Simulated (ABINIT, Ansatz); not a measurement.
**Sr2H3I (P-3m1): changed settings of a GW run in ABINIT**

Aim: change inputs of a GW run on Sr2H3I (P-3m1) and see what moves.

Method: LDA and many-body steps on it, plane waves, in ABINIT 10.8.3.

**1. Starting point**

It takes space group P-3m1 (No. 164, trigonal). Conventional cell: a = 4.243 Å, b = 4.243 Å, c = 7.683 Å, α = 90.00°, β = 90.00°, γ = 120.00°. Nearest to Sr lie 7 H at 2.47 to 2.81 Å and 3 I at 3.48 Å. H has 6 H at 2.68 Å and 6 Sr at 2.81 Å nearest. H has 4 Sr at 2.47 Å nearest. I has 6 Sr at 3.48 Å nearest. Farther neighbours and most contacts between anions are not listed.

The cell and positions are those that the Materials Project relaxed with its own functionals (PBE, PBE+U or r2SCAN), kept fixed. Spin-orbit coupling is left out unless a step names it.

**2. Screening, 3×3×2 mesh, 230 bands, screening to 176.9 eV**

This step: ABINIT 10.8.3; RPA screening on LDA, plane waves, norm-conserving pseudopotentials.

The RPA dielectric matrix is built and inverted for each q.

run.abi

```
acell 3*1.0 Angstrom
rprim 
  4.242728767114 -0.000000000028 0.000000000000
  -2.121364383533 3.674310893702 0.000000000000
  0.000000000000 0.000000000000 7.682747430000
ntypat 3
znucl 38 1 53
natom 6
typat 1 1 2 2 2 3
xred 
  0.666666666667 0.333333333333 0.678655290000
  0.333333333333 0.666666666667 0.321344710000
  0.000000000000 0.000000000000 0.500000000000
  0.666666666667 0.333333333333 0.357251500000
  0.333333333333 0.666666666667 0.642748500000
  0.000000000000 0.000000000000 0.000000000000
pp_dirpath "pseudos"
pseudos "Sr.upf, H.upf, I.upf"
ecut 31
ngkpt 3 3 2
nshiftk 1
shiftk 0 0 0
kptopt 1
chksymbreak 0
istwfk *1
occopt 1
irdwfk 1
optdriver 3
nband 230
ecuteps 6.5
inclvkb 2
awtr 1
symchi 1
indata_prefix "in"
outdata_prefix "out"
tmpdata_prefix "tmp"
```

On the command line:

```bash
$ OMP_NUM_THREADS=1 mpirun -n 4 abinit run.abi > log
```

Log:

```text
.Version 10.8.3 of ABINIT. v10.8.2 released Aug 2026.

 Symmetries : space group P-3 m 1 (#164); Bravais hP (primitive hexag.)
[... echo of the input left out ...]
== DATASET  1 ==================================================================
-   mpi_nproc: 4, omp_nthreads: 1 (-1 if OMP is not activated)

--- !DatasetInfo
iteration_state: {dtset: 1, }
dimensions: {natom: 6, nkpt: 6, mband: 230, nsppol: 1, nspinor: 1, nspden: 1, mpw: 6684, }
cutoff_energies: {ecut:  31.0, pawecutdg:  -1.0, }
electrons: {nelect:   3.00000000E+01, charge:   0.00000000E+00, occopt:   1.00000000E+00, tsmear:   1.00000000E-02, }

 SCREENING: Calculation of the susceptibility and dielectric matrices

 Based on a program developped by R.W. Godby, V. Olevano, G. Onida, and L. Reining.
 Incorporated in ABINIT by V. Olevano, G.-M. Rignanese, and M. Torrent.
.Using double precision arithmetic ; gwpc =  8

[... cell and pseudopotentials left out ...]
--------------------------------------------------------------------------------

 ==== K-mesh for the wavefunctions ====
 Number of points in the irreducible wedge :     6
[... list of points left out ...]
 Together with 12 symmetry operations and time-reversal symmetry
 yields    18 points in the full Brillouin Zone.

 ==== Q-mesh for the screening function ====
 Number of points in the irreducible wedge :     6
[... list of points left out ...]
 Together with 12 symmetry operations and time-reversal symmetry
 yields    18 points in the full Brillouin Zone.

 setmesh: FFT mesh size selected  =    25x   25x   54
          total number of points  =        33750

 vcoul_init : cutoff-mode = AUXILIARY_FUNCTION
 q-points for optical limit:   1
     1)      0.000010    0.000020    0.000030

- screening: taking advantage of time-reversal symmetry
- Maximum band index for partially occupied states nbvw = 15
- Remaining bands to be divided among processors   nbcw = 215
- Number of bands treated by each node ~53

 Number of electrons calculated from density =   30.0000; Expected =   30.0000
 average of density, n =  0.037118
 r_s =    1.8597
 omega_plasma =   18.5844 [eV]

 calculating chi0 at frequencies [eV] :
  1    0.000000E+00    0.000000E+00
  2    0.000000E+00    1.858442E+01

--------------------------------------------------------------------------------
  q-point number  1        q = ( 0.000000, 0.000000, 0.000000) [r.l.u.]
--------------------------------------------------------------------------------
[... chi0 elements left out ...]
 For q-point:  0.000010 0.000020 0.000030
  dielectric constant =   5.5173
  dielectric constant without local fields =   6.2415

  Average fulfillment of the sum rule on Im[epsilon] for q-point    1 :     91.03  [%]
[... wings left out ...]
  q-point number  2        q = ( 0.333333, 0.000000, 0.000000) [r.l.u.]
--------------------------------------------------------------------------------
[... chi0 elements left out ...]
  Average fulfillment of the sum rule on Im[epsilon] for q-point    2 :     93.06  [%]

 [... 4 further q-points ...]
```

Elapsed: 96 s, on 4 MPI ranks of Arm Neoverse V1, shared host; peak memory 1.5 GiB.

Numbers from this step:

```
ε∞ with local fields, on this mesh, along the program's q direction : 5.517
the same without local fields                                       : 6.242
plasma frequency                                                    : 18.58 eV
plane waves in the screening matrix                                 : 659
```

Local fields lower ε∞ by 12 %. On a Γ-centred mesh this coarse the value itself is usually too large, while a short band sum pulls it down.

**3. Base**

The self-energy is evaluated for the states that the input lists, and the levels follow from it, in one-shot runs by the linearised quasiparticle equation.

This step: G0W0 on LDA, plane waves, norm-conserving pseudopotentials.

Edit run.abi of step 2 so:

```diff
@@ -27,8 +27,19 @@
 irdwfk 1
-optdriver 3
+optdriver 4
 nband 230
+gwcalctyp 0
+ecutsigx 31
+symsigma 1
+nkptgw 3
+kptgw 
+  0.0000000000 0.0000000000 0.5000000000
+  0.3333333333 0.3333333333 0.0000000000
+  0.0000000000 0.0000000000 0.0000000000
+bdgw 
+  13 18
+  14 17
+  13 18
 ecuteps 6.5
-inclvkb 2
-awtr 1
-symchi 1
+irdscr 1
+ppmodel 1
 indata_prefix "in"
```

Log:

```text
.Version 10.8.3 of ABINIT. v10.8.2 released Aug 2026.

 Symmetries : space group P-3 m 1 (#164); Bravais hP (primitive hexag.)
[... echo of the input left out ...]
== DATASET  1 ==================================================================
-   mpi_nproc: 4, omp_nthreads: 1 (-1 if OMP is not activated)

--- !DatasetInfo
iteration_state: {dtset: 1, }
dimensions: {natom: 6, nkpt: 6, mband: 230, nsppol: 1, nspinor: 1, nspden: 1, mpw: 6684, }
cutoff_energies: {ecut:  31.0, pawecutdg:  -1.0, }
electrons: {nelect:   3.00000000E+01, charge:   0.00000000E+00, occopt:   1.00000000E+00, tsmear:   1.00000000E-02, }

 SIGMA: Calculation of the GW corrections

 Based on a program developped by R.W. Godby, V. Olevano, G. Onida, and L. Reining.
 Incorporated in ABINIT by V. Olevano, G.-M. Rignanese, and M. Torrent.
.Using double precision arithmetic ; gwpc =  8

[... cell and pseudopotentials left out ...]
--------------------------------------------------------------------------------

 ==== K-mesh for the wavefunctions ====
 Number of points in the irreducible wedge :     6
[... list of points left out ...]
 Together with 12 symmetry operations and time-reversal symmetry
 yields    18 points in the full Brillouin Zone.

 ==== Q-mesh for screening function ====
 Number of points in the irreducible wedge :     6
[... list of points left out ...]
 Together with 12 symmetry operations and time-reversal symmetry
 yields    18 points in the full Brillouin Zone.

 vcoul_init : cutoff-mode = AUXILIARY_FUNCTION
 q-points for optical limit:   1
     1)      0.000010    0.000020    0.000030
 setmesh: FFT mesh size selected  =    36x   36x   75
          total number of points  =        97200

 Number of electrons calculated from density =   30.0000; Expected =   30.0000
 average of density, n =  0.037118
 r_s =    1.8597
 omega_plasma =   18.5844 [eV]

 === KS Band Gaps ===
  >>>> For spin  1
   Minimum direct gap =   2.3194 [eV], located at k-point      :   0.0000  0.0000  0.5000
   Fundamental gap    =   1.8666 [eV], Top of valence bands at :   0.0000  0.0000  0.5000
                                       Bottom of conduction at :   0.3333  0.3333  0.0000
 SIGMA fundamental parameters:
 PLASMON POLE MODEL  1
 number of plane-waves for SigmaX                 6655
 number of plane-waves for SigmaC and W            659
 number of plane-waves for wavefunctions          6655
 number of bands                                   230
 number of independent spin polarizations            1
 number of spinorial components                      1
 number of k-points in IBZ                           6
 number of q-points in IBZ                           6
 number of symmetry operations                      12
 number of k-points in BZ                           18
 number of q-points in BZ                           18
 number of frequencies for dSigma/dE                 9
 frequency step for dSigma/dE [eV]                0.25
 number of omega for Sigma on real axis              0
 max omega for Sigma on real axis  [eV]           0.00
 zcut for avoiding poles [eV]                     0.10

 EPSILON^-1 parameters (SCR file):
 dimension of the eps^-1 matrix on file            659
 dimension of the eps^-1 matrix used               659
 number of plane-waves for wavefunctions          6655
 number of bands                                   230
 number of q-points in IBZ                           6
 number of frequencies                               2
 number of real frequencies                          1
 number of imag frequencies                          1

 matrix elements of self-energy operator (all in [eV])

 Perturbative Calculation

--- !SelfEnergy_ee
iteration_state: {dtset: 1, }
kpoint     : [   0.000,    0.000,    0.500, ]
spin       : 1
KS_gap     :    2.319
QP_gap     :    4.004
Delta_QP_KS:    1.685
data: !SigmaeeData |
     Band     E0 <VxcDFT>   SigX SigC(E0)      Z dSigC/dE  Sig(E)    E-E0       E
       13   2.488 -11.332 -14.038   1.548   0.798  -0.253 -12.257  -0.925   1.564
       14   2.488 -11.332 -14.038   1.548   0.798  -0.253 -12.257  -0.925   1.564
       15   4.994 -10.962 -13.383   1.269   0.782  -0.279 -11.863  -0.901   4.093
       16   7.314  -8.552  -3.978  -3.625   0.826  -0.210  -7.768   0.784   8.098
       17   7.435  -9.944  -4.921  -3.758   0.816  -0.226  -8.912   1.032   8.466
       18   7.435  -9.944  -4.921  -3.758   0.816  -0.226  -8.912   1.032   8.466

--- !SelfEnergy_ee
iteration_state: {dtset: 1, }
kpoint     : [   0.333,    0.333,    0.000, ]
spin       : 1
KS_gap     :    4.518
QP_gap     :    6.399
Delta_QP_KS:    1.880
data: !SigmaeeData |
     Band     E0 <VxcDFT>   SigX SigC(E0)      Z dSigC/dE  Sig(E)    E-E0       E
[...]
--- !SelfEnergy_ee
iteration_state: {dtset: 1, }
kpoint     : [   0.000,    0.000,    0.000, ]
spin       : 1
KS_gap     :    2.689
QP_gap     :    4.394
Delta_QP_KS:    1.706
data: !SigmaeeData |
     Band     E0 <VxcDFT>   SigX SigC(E0)      Z dSigC/dE  Sig(E)    E-E0       E
[...]
16   7.567  -9.019  -4.311  -3.689   0.822  -0.217  -8.182   0.837   8.404
       17   7.653 -10.364  -5.050  -3.919   0.813  -0.230  -9.230   1.134   8.787
       18   7.653 -10.364  -5.050  -3.919   0.813  -0.230  -9.230   1.134   8.787

== END DATASET(S) ==============================================================
================================================================================

 -outvars: echo values of variables after computation  --------
           etotal      0.0000000000E+00
            nband         230
             nkpt           6
          spgroup         164
 [... the other variables as echoed above ...]

 Calculation completed.
```

Wall time 2 min (4 MPI ranks); peak memory 1.9 GiB; 8.2 min of CPU time.

Numbers from this step:

| Item | Value |
| --- | --- |
| G0W0 gap on the points computed | 3.663 eV |
| starting gap on the mesh | 1.866 eV |
| k of the valence top | 0, 0, 0.5 |
| k of the conduction bottom | 0.3333, 0.3333, 0 |
| Z at the valence top | 0.782 |
| Z at the conduction bottom | 0.819 |
| least direct G0W0 gap on the computed points | 4.005 eV |

The gap on the mesh goes from 1.87 eV to 3.66 eV, a correction of +1.80 eV.

[end of part 1 of 2]

[Paths, hosts, dates, memory and timing lines, banners, echoed tables and standing remarks are left out of the program output.]

[Logs are printed without paths, hosts, clocks, repeated set-up lines and the standing remarks that a program may print on its own settings, such as how far it seeks lower states.]

[Runs of the session that timed out or met a known fault of the program may be left out.]

[Hosts, paths, dates, database ids (printed as entryN), source tags and the programs' standing remarks are cut or masked in the printed files.]

[G0W0 gaps are taken among the corrected bands and points alone; a level outside them can change the order at an edge.]

[Where Ansatz stands beside ABINIT at settings called matched, ABINIT's density can come from a denser mesh and the files from another edition; pairs whose starting gaps differed by over 0.03 eV were left out, so agreement reads better than it is.]
